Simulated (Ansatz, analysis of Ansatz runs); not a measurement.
# Moving an added hole between V sites in VPO4 (Cmcm), part 2 of 2

Aim: the energy barrier that a trapped hole meets when it moves from one V atom to another one nearby in VPO4 (Cmcm). The model is a cell of 96 host atoms.

Ansatz 0.2.0; plane-wave PAW DFT, PBEsol+U; relaxation of all atoms of a supercell at fixed charge in a uniform background; PAW set soft_1.

So far. Step 3 (The hole on the first site): The largest changes of the moments are -0.63 μB on V6, -0.03 μB on O70 and -0.03 μB on O76. The largest part sits on the chosen site. Step 4 (The hole on the second site): The largest changes of the moments are -0.63 μB on V3, -0.03 μB on O68 and -0.03 μB on O73. The largest part sits on the chosen site.

### 5. Points on the line between the two structures

All atoms move on the straight line between the two relaxed structures, 1.64 amu^1/2 Å long in mass-weighted terms. Each point starts from the state of the point before, once from either end, so that both localised states can be followed; the midpoint is also started with the carrier shared.

Input file A.x0500/input.yaml:

```yaml
crystal:
  lattice:
    - [-5.23155868, 7.80375834, 6.35985605]
    - [5.23155868, -7.80375834, 6.35985605]
    - [5.23155868, 7.80375834, -6.35985605]
  atoms:
    - { symbol: V, position: [-0.000971, 0.250496, 0.749974], spin: 2.0 }
    - { symbol: V, position: [-0.000971, 0.749357, 0.248837], spin: 2.0 }
[... 17 atom lines left out ...]
    - { symbol: P, position: [0.299799, 0.875351, 0.924828] }
[... 7 atom lines left out ...]
    - { symbol: P, position: [0.450043, 0.874917, 0.57536] }
[... 7 atom lines left out ...]
    - { symbol: O, position: [0.360243, 0.754683, 0.858458] }
[... 15 atom lines left out ...]
    - { symbol: O, position: [0.389598, 0.99558, 0.64173] }
[... 15 atom lines left out ...]
    - { symbol: O, position: [0.343332, 0.974378, 0.867996] }
[... 7 atom lines left out ...]
    - { symbol: O, position: [0.406492, 0.775881, 0.632189] }
[... 19 atom lines left out ...]
    - { symbol: O, position: [0.852665, 0.726577, 0.628359] }
total_charge: 1
basis:
  ecutwfc: 420
  xc_grid: 2
hamiltonian:
  xc: pbesol
  hubbard:
    sites: [{ species: V, l: d, u_eff: 4.0 }]
    projectors: ortho-atomic
  pseudopotentials: { kind: paw, azcp: { folder: soft_1 }, xc_functional: pbe }
kpoints:
  mp_grid: { grid: [1, 1, 1] }
magnetization:
  spin_polarized: true
  initial_magnetization: 31
  spin_locking: { lock_magnetization: hard }
scf:
  occupations: { method: fermi_dirac, width: 0.01 }
  max_iter: 120
  lower_state_search: "off"
output:
  forces: true
  eigenvalues: true
  eigenstates: { localisation: true }
  write_density: true
  write_potential: true
  volumetric_format: npy
checkpoint:
  read: "../A.x0375.run"
  write: "../A.x0500.run"
  compress: false
  write_wavefunctions: true
  write_every: 100000
```

On the command line:

```sh
$ ansatz run input.yaml --threads 8 --pin off --max-ram 18841MiB --backend cpu --events-out ev --progress --plain --runs-dir out
```

Run time: 3.4 min. Hardware: 8 threads of Arm Neoverse V1, shared host; peak memory 3.5 GiB.

From eigenstates.tsv, first k-point; energies on the run's zero. The participation number counts the atoms that a state is spread over, of 96; bands count from 0.

```csv
spin,band,energy (eV),occupation,participation,largest share on,share
down,314,6.020,1.00,30.7,O93,0.08
down,315,6.029,1.00,29.9,O83,0.07
down,316,6.113,1.00,29.4,O74,0.06
down,317,6.169,1.00,48.3,O33,0.03
down,318,6.258,1.00,31.7,O80,0.06
down,319,6.359,1.00,54.1,O87,0.03
down,320,9.764,0.00,1.5,V6,0.80
down,321,10.435,0.00,18.8,V6,0.13
down,322,10.577,0.00,3.6,V3,0.40
down,323,10.608,0.00,3.9,V6,0.49
down,324,10.626,0.00,6.5,V6,0.31
up,345,6.762,1.00,18.9,V8,0.15
up,346,6.791,1.00,12.6,V2,0.16
up,347,6.802,1.00,18.4,V1,0.16
up,348,6.951,1.00,26.9,V10,0.09
up,349,7.003,1.00,25.2,V2,0.12
up,350,7.168,1.00,6.7,V3,0.33
up,351,7.316,0.00,7.5,V6,0.30
up,352,8.623,0.00,1.7,V6,0.78
up,353,9.188,0.00,22.4,V14,0.08
up,354,9.352,0.00,3.9,V14,0.47
up,355,9.368,0.00,3.9,V13,0.47
```

Under PBEsol+U (4 eV) at the zone centre alone, the highest filled state is spin up, spread over 7 of 96 atoms, and the lowest empty one, 0.15 eV above it, is spin up, spread over 7 of 96 atoms.

Spin density in the bc plane at fractional x = 0.375, through the centre, with atoms of O within 0.45 Å of it.

Values in units of 1e-2 e/Å³, 13 rows by 16 columns, each cell a mean:
```
-0.9 -0.3  0.1 -0.3 -0.4  0.1  0.1  0.1  0.1 -0.3  0.1  0.1 -0.1  0.2  0.2 -0.2
-0.8  0.8  0.5 -3.0 -1.7 -0.1  0.1  0.7 -2.0 -0.1  1.0 -1.0 -2.6 -0.4 -0.3 -2.2
 2.2  3.7  1.1  0.3  0.2  0.1  0.0 -0.8  0.3  4.8  1.9 -0.8 -0.5  0.1 -0.3 -0.8
 0.3  1.3  4.2  2.8 -0.3 -0.1  0.0  0.3  1.2  1.5  1.9  1.1  0.0 -0.6  0.1  0.3
-4.0  0.7  1.9 -2.3  0.0  0.2  0.0 -0.3 -2.5 -0.3  0.7 -0.5 -4.7 -1.7 -0.1 -3.0
-0.5  0.2 -0.3 -0.5  0.4  0.1  0.1 -0.1 -1.3  0.2 -0.3 -3.6 -1.5  0.0  0.2 -0.9
 0.1  0.0  0.0  0.1  0.1  0.2  0.3  0.0 -0.2 -0.1 -0.1 -0.1 -0.1  0.3  0.2  0.0
 0.2 -0.8  0.3  0.0  0.6  0.0 -0.1 -0.6 -0.4  0.1  0.4 -1.8 -1.3  0.0  0.1  0.5
-2.3  2.4  1.7 -1.4 -1.6 -0.1 -0.4 -0.6  0.9  3.7  0.9 -1.9 -0.7  0.1  0.0 -0.7
 2.2  4.2  2.1  1.9  0.7  0.0 -0.1  0.3  2.4  3.0  2.5  2.8  0.6  0.0  0.0  0.0
-0.4  0.3  3.8  3.1 -0.2 -0.5  0.0 -0.4 -1.6  0.9  4.0  0.6 -1.8 -0.2  0.1  0.2
-2.5  0.1  0.8  0.0 -0.1 -0.4 -0.2 -0.7 -0.8  0.4  0.0 -1.6  1.1  0.1  0.0  0.2
-0.2  0.0 -0.1 -0.4 -0.3  0.2  0.3  0.1  0.0  0.1 -0.1  0.1  0.1  0.1  0.3  0.1
```
Columns run along b (11.3 Å), rows up along c (11.3 Å). Atoms in or near the plane, at fractional coordinates: O at (0.25, 0.36), O at (0.75, 0.86), O at (0.25, 0.89), O at (0.75, 0.40), O at (0.50, 0.14), O at (0.00, 0.64), O at (0.50, 0.61), O at (0.00, 0.10), O at (0.48, 0.37), O at (0.97, 0.87), O at (0.27, 0.13), O at (0.78, 0.63), O at (0.02, 0.37), O at (0.52, 0.87) and more.

Valence density in the bc plane at fractional x = 0.375, through the centre, with atoms of O within 0.45 Å of it. It is the smooth field of the valence electrons, not physical close to the nuclei.

Ten even steps from '_' (0.0 e/Å³) to '@' (6.4 e/Å³), each cell a mean:
```
________________......__________________________________________
--::..________--++==..__________..::..__________..::::..____..::
##--________==@@@@--__________::####--________::##%%--..____::**
--________..==++--__________..**%%++..______..**@@++..____..--++
____________..______________..--::..________..--::..________....
________________________________________________________________
....____________....____________________________________________
++--..______..--++--..__________..::..__________..::..______..--
%%--______..==@@%%::__________--####--________--**++::____..==@@
::________..==++::__________::##@@++..______..++++--..__..::==**
____________..______________::--::__________......________....__
____________________________....________________________________
________________________________________________......__________
..::::__________..--::..____..::==--..________--**==..__________
####--________--%%%%--..____--##%%--________--@@@@--__________::
%%==..______::**%%==..____..--++--________..--++--__________..**
::__________..::::__________..______________..______________..::
________________________________________________________________
__________________________________..______________..____________
..::..__________..::..________--++--..______..--++--..__________
####::________--##**::____..==@@@@--________--@@%%--__________--
@@==..______::**##--..____::++**--________..==++::__________::##
::__________..::....______......____________..______________::==
____________________________________________________________....
```
Columns run along b (11.3 Å), rows up along c (11.3 Å). Atoms in or near the plane, at fractional coordinates: O at (0.25, 0.36), O at (0.75, 0.86), O at (0.25, 0.89), O at (0.75, 0.40), O at (0.50, 0.14), O at (0.00, 0.64), O at (0.50, 0.61), O at (0.00, 0.10), O at (0.48, 0.37), O at (0.97, 0.87), O at (0.27, 0.13), O at (0.78, 0.63), O at (0.02, 0.37), O at (0.52, 0.87) and more.

Electrostatic potential energy in the bc plane at fractional x = 0.375, through the centre, with atoms of O within 0.45 Å of it. With pseudopotentials it is smooth inside the atoms' cores, unlike the true potential.

Values in eV, 13 rows by 16 columns, each cell a mean:
```
 -2  11  12   4 -13   5  13  14   8   9  13  13   7   2 -12  -8
-15   9   7 -24 -16  12  14  -2 -26   0  10  -5 -28  -7   1 -18
  8   8   7   2  10  13  13  -3  -2   7   8  -6  -1  11  11   4
  0   7   8   6   2  12  13  11   8   7   7   7   9  11  12   9
-21   8   7 -19 -19  12  13   2 -23  -3   8  -1 -21   0   4 -21
  9  12   9  -3  10  14  11 -15 -12  10  11  -6 -10 -12  -4  -7
 14  13  13  14  13  10  -3  -7   6  12  13   9  -4  -2  10  13
-11   1  11   7 -15  -8  -9 -13 -20   9  11 -11 -25   7  14  10
-19   5   9 -13 -18   5   7 -13  -1   9   6 -14   1  13  13 -11
  8   8   8   7  10  13  13  11   9   8   8   8  10  13  13   9
 -3   3   8   8  -3   6  10  -1 -15   6   7  -4 -14  11  13  11
-26   4  11 -11 -24  -5  -4 -25  -8  11   6 -21  -4  13  13 -12
  3  12  13   4  -4 -13   3   9  13  13  12  11  14  13   6  -8
```
Columns run along b (11.3 Å; values clipped at the 3rd and 97th percentile), rows up along c (11.3 Å). Atoms in or near the plane, at fractional coordinates: O at (0.25, 0.36), O at (0.75, 0.86), O at (0.25, 0.89), O at (0.75, 0.40), O at (0.50, 0.14), O at (0.00, 0.64), O at (0.50, 0.61), O at (0.00, 0.10), O at (0.48, 0.37), O at (0.97, 0.87), O at (0.27, 0.13), O at (0.78, 0.63), O at (0.02, 0.37), O at (0.52, 0.87) and more.

Free energies from the first end:

```csv
started from,fraction,energy (eV),moment change on V6 (μB),on V3 (μB)
first site,0,0.000,-0.63,-0.01
first site,0.125,0.016,-0.61,-0.02
first site,0.25,0.063,-0.57,-0.03
first site,0.375,0.140,-0.53,-0.04
first site,0.5,0.217,-0.27,-0.16
first site,0.625,0.140,-0.04,-0.53
second site,0.875,0.016,-0.02,-0.61
second site,0.75,0.063,-0.03,-0.57
second site,0.625,0.140,-0.04,-0.53
second site,0.5,0.217,-0.16,-0.27
second site,0.375,0.140,-0.53,-0.04
shared,0.5,0.223,-0.21,-0.21
second site,1,0.000,-0.01,-0.63
```

### 6. Outcome

```yaml
distance_of_the_two_sites_without_the_carrier: 4.70 Å
```

The highest point of the line lies 0.22 eV above the first end, but there the hole is shared and partly spread further, so this is no barrier of a single pair, which may be higher, and the image-charge term need not cancel. A shorter hop, 3.18 Å to V12, was not computed. No run compares the localised hole with one spread in the band, so its binding is unknown. The magnetic order was assumed and need not be the ground state. The total moment is locked, so a carrier of the other spin direction was not tried. The program's search for lower electronic states was switched off in all runs, so that each state is followed; none is shown to be the lowest at its structure. No image-charge correction is applied; it nearly cancels along the line while the charge stays localised. Limits: sampling at the zone centre alone can move energies of charged and open-shell states by tenths of an eV or more in cells of this size; gap and trapping depend on the U chosen (V d 4.0 eV).

[Logs are printed without paths, hosts, clocks, repeated set-up lines and the standing remarks that a program may print on its own settings, such as how far it seeks lower states.]

[Hosts, paths, dates, database ids (printed as entryN), source tags and the programs' standing remarks are cut or masked in the printed files.]
